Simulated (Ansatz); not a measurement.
# Pa (I4/mmm): a Bloch–Grüneisen fit of the computed resistivity

Can the computed ρ(T) of Pa (I4/mmm) be held by the Bloch–Grüneisen form, and does the fit predict a row it has not seen?

The resistivities were computed with Ansatz 0.2.0 (DFT PBEsol, scalar-relativistic, plane waves, PAW; PAW set soft_1) from the linearised Boltzmann equation with harmonic phonons, on q 6×6×6, k 24×24×24, scattering 40×40×40; the fit below is done by hand on them.

**What experiment says.**

For Pa (bulk crystal), “CRC Handbook of Chemistry and Physics, 84th edition, Electrical Resistivity of Pure Metals” (2003, CRC Press, section 12, read from Wikipedia's data page) quotes earlier work: resistivity at 273 K 17.7 μΩ cm.

## (1) Computed resistivities

It takes space group I4/mmm (No. 139, tetragonal). The conventional cell has a = 3.952 Å, b = 3.952 Å, c = 3.194 Å, α = 90.00°, β = 90.00°, γ = 90.00°. Pa on site a has 10 Pa at 3.19 to 3.22 Å as nearest neighbours.

This is the relaxed cell of the run, from steps not shown here.

The mean resistivity of the three axes from 50 to 400 K, with one row held back; the colder rows stay outside the fit and test it at the end:

```
T (K)  ρ (μΩ cm)
   50     0.8889
   80      1.855
  100      2.471
  150          ?
  200      5.393
  273      7.486
  300      8.260
  400      11.14
```

No spin–orbit coupling, which matters for Pa. The cell is held at the measured volume.

## (2) The fit

Bloch and Grüneisen's form is ρ(T) = A (T/Θ)⁵ J₅(Θ/T), with J₅(z) the integral of x⁵/((eˣ − 1)(1 − e⁻ˣ)) from 0 to z. It goes as T⁵ far below Θ and as A T/(4Θ) far above. For a trial Θ the best A is the geometric mean of ρ/[(T/Θ)⁵ J₅] over the rows, and the scatter of that ratio measures the fit:

```
Θ (K)  A (μΩ cm)  scatter (%)
   88      9.113          9.4
  118      12.63          5.2
  134      14.65          2.6
  148      16.51          0.3
  162      18.47          2.7
  184      21.78          7.2
  222      28.24         15.8
```

The scatter is least at Θ = 148 K, with A = 16.51 μΩ cm (0.3 % r.m.s.).

```
T (K)  computed     fit
   50    0.8889  0.8894
   80     1.855   1.856
  100     2.471   2.476
  200     5.393   5.411
  273     7.486   7.491
  300     8.260   8.254
  400     11.14   11.07
```

## (3) Prediction and check

At T = 150 K, Θ/T = 0.987, J₅ = 0.2246 and (T/Θ)⁵ = 1.069, so the fit gives 3.965 μΩ cm. The computed value is 3.950 μΩ cm: the fit is off by +0.38 %. Outside its range, at 20 K, it gives 0.0700 against 0.0800 μΩ cm computed, 0.88 times that; at that temperature the run's own test moves by 9 % between meshes in the component that moves most. Among the rows used, the largest miss is -0.6 %, at 400 K.

## (4) Reading Θ and A

Θ = 148 K is 1.49 times ħω_log/k_B (100 K) and 0.84 of the highest phonon frequency (176 K). The high-temperature slope of the fit, A/(4Θ), is 0.0279 μΩ cm/K. The same slope from the run's transport coupling and plasma energy, 2π k_B λ_tr/(ħ ε₀ ω_p²) with λ_tr = 0.546, 0.546, 0.448 (xx, yy, zz) and ħω_p = 8.08, 8.08, 8.93 (xx, yy, zz) eV, is 0.0300 μΩ cm/K in the mean of the axes, +7.6 % from it. For comparison, the computed rows rise by 0.0288 μΩ cm/K between the two hottest.

## (5) Results

```json
{
  "Θ": "148 K",
  "A": "16.51 μΩ cm",
  "scatter of the fit": "0.3 %",
  "held-back row at 150 K, fit against computed": "3.965 against 3.950 μΩ cm"
}
```

Two numbers, Θ = 148 K and A = 16.5 μΩ cm, hold the computed ρ(T) from 50 to 400 K within 0.27 % r.m.s. and predict the held-back row within 0.38 %. By the run's own test the resistivity at 300 K moves by 8 % between its two finest scattering meshes, in the component that moves most. The mean hides an anisotropy: at 300 K the components are 9.33, 9.33, 6.12 (xx, yy, zz) μΩ cm. Spin–orbit coupling is left out. The fit describes the calculation: impurities, thermal expansion, changes of phase and anharmonicity are in neither.

Calculation against experiment:

| quantity | measured | q 6×6×6, fine 40×40×40 |
| --- | --- | --- |
| resistivity at 273 K (computed: phonon part alone; the measured value holds the sample's residual resistivity) (μΩ cm) | 17.7 | 7.49 (-57.7 %) |

Measured values from CRC Press, section 12, read from Wikipedia's data page (2003).

How well it matches: The resistivity at 273 K is off by -57.7 %: a clear miss.

[Logs are printed without paths, hosts, clocks, repeated set-up lines and the standing remarks that a program may print on its own settings, such as how far it seeks lower states.]

[Hosts, paths, dates, database ids (printed as entryN), source tags and the programs' standing remarks are cut or masked in the printed files.]
